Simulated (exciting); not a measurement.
Consider RbAsF6, space group R-3.

```xyz
8
Lattice="3.7175 2.1463 2.4759 -3.7175 2.1463 2.4759 0.0000 -4.2926 2.4759" Properties=species:S:1:pos:R:3 pbc="T T T"
Rb    0.0000    0.0000    3.7138
As    0.0000    0.0000    0.0000
F    -0.3256    2.9121    3.9343
F     2.3591    1.7380    3.4934
F    -2.6847    1.1740    3.4934
F     0.3256   -2.9121    3.4934
F     2.6847   -1.1740    3.9343
F    -2.3591   -1.7380    3.9343
```

Absorber: atom 3, with 1 As at 1.75 Å (terminal, site symmetry 1). Method: exciting, all-electron LAPW+lo, LDA, exchange and screened direct term (singlet BSE), 3×3×3 shifted k points, 45 conduction bands, |G+q| up to 3 bohr⁻¹, full RPA screening with nempty = 78, Lorentzian half width 0.45 eV.

Q: Predict the F K near-edge structure at this level.

Bound core exciton? Yes on this mesh: the first bright state (over 5 % of the brightest) lies at -4.29 eV from the Kohn–Sham onset and at -4.52 eV from the lowest bare transition of its own mesh; weaker or dark states reach down to -4.35 eV. Maxima (height): -4.3 eV (0.91), 1.8 eV (1.00), 3.2 eV (0.45), 7.2 eV (0.32) and 15.8 eV (0.14).

Energy from the Kohn–Sham onset, core level to the lowest empty state found on the meshes used; Im ε in relative units:

| E (eV) | Im ε |
| --- | --- |
| -7.5 | 0.02 |
| -7.0 | 0.03 |
| -6.5 | 0.04 |
| -6.0 | 0.06 |
| -5.5 | 0.12 |
| -5.0 | 0.27 |
| -4.5 | 0.75 |
| -4.0 | 0.64 |
| -3.5 | 0.23 |
| -3.0 | 0.11 |
| -2.5 | 0.07 |
| -2.0 | 0.06 |
| -1.5 | 0.06 |
| -1.0 | 0.08 |
| -0.5 | 0.08 |
| 0.0 | 0.09 |
| 0.5 | 0.14 |
| 1.0 | 0.29 |
| 1.5 | 0.75 |
| 2.0 | 0.93 |
| 2.5 | 0.53 |
| 3.0 | 0.44 |
| 3.5 | 0.44 |
| 4.0 | 0.39 |
| 4.5 | 0.35 |
| 5.0 | 0.29 |
| 5.5 | 0.25 |
| 6.0 | 0.23 |
| 6.5 | 0.25 |
| 7.0 | 0.31 |
| 7.5 | 0.31 |
| 8.0 | 0.25 |
| 8.5 | 0.21 |
| 9.0 | 0.22 |
| 9.5 | 0.19 |
| 10.0 | 0.15 |
| 10.5 | 0.12 |
| 11.0 | 0.10 |
| 11.5 | 0.09 |
| 12.0 | 0.09 |
| 12.5 | 0.10 |
| 13.0 | 0.11 |
| 13.5 | 0.12 |
| 14.0 | 0.13 |
| 14.5 | 0.13 |
| 15.0 | 0.14 |
| 15.5 | 0.14 |
| 16.0 | 0.14 |
| 16.5 | 0.12 |
| 17.0 | 0.11 |
| 17.5 | 0.11 |
| 18.0 | 0.10 |
| 18.5 | 0.10 |
| 19.0 | 0.10 |
| 19.5 | 0.11 |
| 20.0 | 0.12 |
| 20.5 | 0.12 |
| 21.0 | 0.11 |
| 21.5 | 0.11 |
| 22.0 | 0.10 |
| 22.5 | 0.09 |

A mesh of 27 points doesn't converge binding energies, and fine structure above the first lines is partly noise of the mesh. Exchange and the short-range direct term aren't converged in the kernel cutoff. The zero comes from the unshifted 3×3×3 ground-state mesh; it is exact only where the band minimum lies on that mesh. The structure is a Materials Project entry, computed there, and may be a hypothetical form.

[Banner, clock and machine lines of the logs are left out without a mark of their own.]

[Logs are printed without paths, hosts, clocks, repeated set-up lines and the standing remarks that a program may print on its own settings, such as how far it seeks lower states.]

[Hosts, paths, dates, database ids (printed as entryN), source tags and the programs' standing remarks are cut or masked in the printed files.]
